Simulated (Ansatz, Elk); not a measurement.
**How far do independent atoms describe LuTi3B?**

Structure refinements treat a crystal as free atoms side by side. For a made-up structure of LuTi3B (cell and positions from a PBEsol relaxation) the runs below show what the calculated density changes in F(hkl).

Calculated with Elk 11.2.3 (patched build); DFT, PBE, all-electron APW+lo, Dirac cores, scalar-relativistic bands, static density, no spin.

This account leaves out most program logs.

The structure was built from a prototype and need not be the compound's stable phase.

### Step 1. Set-up

The structure is cubic, space group Pm-3m (No. 221). Conventional cell: a = 4.410 Å, b = 4.410 Å, c = 4.410 Å, α = 90.00°, β = 90.00°, γ = 90.00°. Nearest to Lu lie 12 Ti at 3.12 Å. Nearest to Ti lie 2 B at 2.21 Å and 4 Lu at 3.12 Å and 8 Ti at 3.12 Å. Nearest to B lie 6 Ti at 2.21 Å. Farther neighbours are not listed.

### Step 2. Ground state and structure factors

An all-electron density is needed, since X-rays see the cores too. Task 0 finds the density and task 195 Fourier-transforms it; tshift is off so that phases refer to the origin typed.

Contents of elk.in:

```
tasks
  0
  195

xctype
  20

spinpol
  .false.

rgkmax
  7.0

gmaxvr
  14.0

lmaxo
  7

lmaxapw
  8

swidth
  0.002

tshift
  .false.

ramdisk
  .false.

hmaxvr
  5.5

maxscl
  120

epspot
  1e-06

sppath
  './'

avec
  8.33369451136 0.00000000000 0.00000000000
  0.00000000000 8.33369451136 0.00000000000
  -0.00000000000 0.00000000000 8.33369451136

atoms
  3
  'Lu.in'
  1
  -0.0000000000 -0.0000000000 0.0000000000   0.000000 0.000000 0.000000
  'Ti.in'
  3
  0.5000000000 0.0000000000 0.5000000000   0.000000 0.000000 0.000000
  0.5000000000 0.5000000000 -0.0000000000   0.000000 0.000000 0.000000
  -0.0000000000 0.5000000000 0.5000000000   0.000000 0.000000 0.000000
  'B.in'
  1
  0.5000000000 0.5000000000 0.5000000000   0.000000 0.000000 0.000000

ngridk
  5 5 5
```

The run is started by

```sh
$ OMP_NUM_THREADS=4 elk
```

Run time: 32 s. Hardware: 4 threads of Intel Xeon Platinum 8259CL at 2.50GHz (Skylake/Cascade Lake), shared host; peak memory 0.23 GiB.

SFACRHO.OUT:

```text

h k l indices transformed by vhmat matrix:
   1.000000000       0.000000000       0.000000000    
   0.000000000       1.000000000       0.000000000    
   0.000000000       0.000000000       1.000000000    

      h      k      l  multipl.   |H|            Re(F)            Im(F)           |F|

      0      0      0      1   0.0000000       142.00000      0.29415572E-16   142.00000    
      0      1      0      6  0.75394956       42.675280      0.47250403E-14   42.675280    
      0     -1      1     12   1.0662457       48.914275      0.39299295E-14   48.914275    
      1     -1     -1      8   1.3058789       105.19894      0.35258214E-14   105.19894    
     -2      0      0      6   1.5078991       106.00490      0.79646999E-14   106.00490    
     -1      0     -2     24   1.6858825       39.737562     -0.42444537E-14   39.737562    
     -2      1      1     24   1.8467917       42.964509     -0.11428107E-14   42.964509    
     -2      2      0     12   2.1324914       91.678671     -0.62124350E-14   91.678671    
     -2     -1      2     24   2.2618487       36.588127     -0.42585517E-14   36.588127    
      3      0      0      6   2.2618487       36.530203      0.97015404E-14   36.530203    
     -3      0     -1     24   2.3841978       39.367803      0.93671501E-15   39.367803    
     -3     -1      1     24   2.5005678       80.673992      0.10132110E-13   80.673992    
      2      2      2      8   2.6117579       81.920562     -0.17429957E-13   81.920562    
      0     -2     -3     24   2.7184038       33.875488     -0.89410087E-14   33.875488    
     -2      3      1     48   2.8210209       36.580071     -0.86527216E-15   36.580071    
      0      0      4      6   3.0157982       75.020159     -0.10427837E-13   75.020159    
      0      4     -1     24   3.1086137       31.738222     -0.17293430E-14   31.738222    
      3      2      2     24   3.1086137       31.722399      0.84581317E-14   31.722399
```

Elk indexes on the primitive cell of elk.in and gives |H| = 4π sin θ/λ in inverse bohr. Below, one row stands for each form hkl of the conventional cell (m members, Friedel mates merged), F is for one primitive cell and the density is static (no thermal factor). Free-atom factors are Waasmaier and Kirfel's, and R is Σm||F|−|F'||/Σm|F|.

| hkl | m | sin θ/λ (Å⁻¹) | abs F, DFT | neutral atoms | diff. |
| --- | --- | --- | --- | --- | --- |
| 100 | 6 | 0.113 | 42.675 | 43.138 | -0.463 |
| 110 | 12 | 0.160 | 48.914 | 48.634 | +0.280 |
| 111 | 8 | 0.196 | 105.199 | 106.078 | -0.879 |
| 200 | 6 | 0.227 | 106.005 | 106.473 | -0.468 |
| 210 | 24 | 0.254 | 39.738 | 39.766 | -0.028 |
| 211 | 24 | 0.278 | 42.965 | 43.117 | -0.153 |
| 220 | 12 | 0.321 | 91.679 | 91.811 | -0.132 |
| 221 | 24 | 0.340 | 36.588 | 36.623 | -0.035 |
| 300 | 6 | 0.340 | 36.530 | 36.623 | -0.093 |
| 310 | 24 | 0.358 | 39.368 | 39.470 | -0.102 |
| 311 | 24 | 0.376 | 80.674 | 80.699 | -0.025 |
| 222 | 8 | 0.393 | 81.921 | 82.024 | -0.104 |
| 320 | 24 | 0.409 | 33.876 | 34.020 | -0.144 |
| 321 | 48 | 0.424 | 36.580 | 36.718 | -0.138 |
| 400 | 6 | 0.454 | 75.020 | 74.986 | +0.035 |
| 410 | 24 | 0.468 | 31.738 | 31.868 | -0.130 |
| 322 | 24 | 0.468 | 31.722 | 31.868 | -0.146 |
| 330 | 12 | 0.481 | 34.435 | 34.491 | -0.056 |

### Step 3. The highest occupied states alone

An energy window below the Fermi level keeps the highest occupied states, to see at which angles they scatter; shallow core shells can lie inside it and anion s states outside. No new self-consistency is needed.

Edit elk.in of step 2 so:

```diff
@@ -1,3 +1,2 @@
 tasks
-  0
   195
@@ -40,2 +39,5 @@
 
+wsfac
+  -0.275710 0.575530
+
 sppath
```

The run is started by

```sh
$ OMP_NUM_THREADS=4 elk
```

Elapsed: 13 s, on 4 threads; peak memory 0.15 GiB; 15 s of CPU time.

States within 15 eV below the Fermi level hold 32.00 electrons; any levels below the window count with the cores. Their amplitudes can exceed the total, where window and core parts have opposite phase:

| hkl | sin θ/λ (Å⁻¹) | abs F, window | abs F, all |
| --- | --- | --- | --- |
| 100 | 0.113 | 9.675 | 42.675 |
| 110 | 0.160 | 12.851 | 48.914 |
| 111 | 0.196 | 12.906 | 105.199 |
| 200 | 0.227 | 13.476 | 106.005 |
| 210 | 0.254 | 9.527 | 39.738 |
| 211 | 0.278 | 9.576 | 42.965 |
| 220 | 0.321 | 10.260 | 91.679 |
| 221 | 0.340 | 8.170 | 36.588 |
| 300 | 0.340 | 8.102 | 36.530 |
| 310 | 0.358 | 7.827 | 39.368 |

### Step 4. Another functional

The difference from free atoms is small, so it is set against the change that PBEsol makes.

Edit elk.in of step 3 so:

```diff
@@ -1,2 +1,3 @@
 tasks
+  0
   195
@@ -4,3 +5,3 @@
 xctype
-  20
+  22
 
@@ -39,5 +40,2 @@
 
-wsfac
-  -0.275710 0.575530
-
 sppath
```

The run is started by

```sh
$ OMP_NUM_THREADS=4 elk
```

It took 31 s on 4 threads; peak memory 0.23 GiB.

Against the first run R = 0.01 %; the largest change is -0.039 at 200.

### Step 5. A coarser k-mesh

About half the k-points along each axis test the sampling.

Edit elk.in of step 4 so:

```diff
@@ -5,3 +5,3 @@
 xctype
-  22
+  20
 
@@ -63,2 +63,2 @@
 ngridk
-  5 5 5
+  2 2 2
```

The run is started by

```sh
$ OMP_NUM_THREADS=4 elk
```

Run time: 27 s. Hardware: 4 threads; peak memory 0.23 GiB.

Against the first run R = 0.05 %; the largest change is -0.156 at 300.

### Step 6. Settings against the effect

| run | R against the first run (%) | R against neutral atoms, low angle (%) | wall time |
| --- | --- | --- | --- |
| PBE, rgkmax 7 | 0.00 | 0.47 | 32 s |
| PBEsol | 0.01 | 0.47 | 31 s |
| k-mesh 2×2×2 | 0.05 | 0.50 | 27 s |

### Step 7. Results

| Item | Value |
| --- | --- |
| R against neutral atoms, sin θ/λ < 0.3 Å⁻¹ | 0.47 % |
| R against neutral atoms, 0.3 to 0.83 Å⁻¹ | 0.21 % |

Independent neutral atoms miss the calculated amplitudes by R = 0.47 % below 0.3 Å⁻¹ and 0.21 % from there to 0.83 Å⁻¹; by shells, 1.09 % below 0.15 Å⁻¹ (1 form), 0.43 % 0.15 to 0.3 (5 forms), 0.20 % 0.3 to 0.45 (8 forms), 0.21 % above 0.45 (51 forms). Bonding, aspherical density and the tables' own atoms all enter these figures, and the runs don't part them. The largest change of an amplitude is -0.88 electrons, at 111. The window's part falls from 32.0 electrons at the origin to at most 6.64 between 0.45 and 0.83 Å⁻¹, where compact states inside the window still scatter. Below 0.3 Å⁻¹ the changes that finished (PBEsol and k-mesh 2×2×2) move F by R = 0.06 % at most, against the 0.47 % that separates it from free atoms. The basis has no finished test. These runs have no spin, though d or f shells may be open. Spin-orbit coupling is left out, which can matter for elements this heavy. Part of the difference isn't bonding: the tables are fits to free atoms and ions calculated by other methods than this functional. Thermal motion, anomalous dispersion and extinction are left out.

[Logs are printed without paths, hosts, clocks, repeated set-up lines and the standing remarks that a program may print on its own settings, such as how far it seeks lower states.]

[Hosts, paths, dates, database ids (printed as entryN), source tags and the programs' standing remarks are cut or masked in the printed files.]
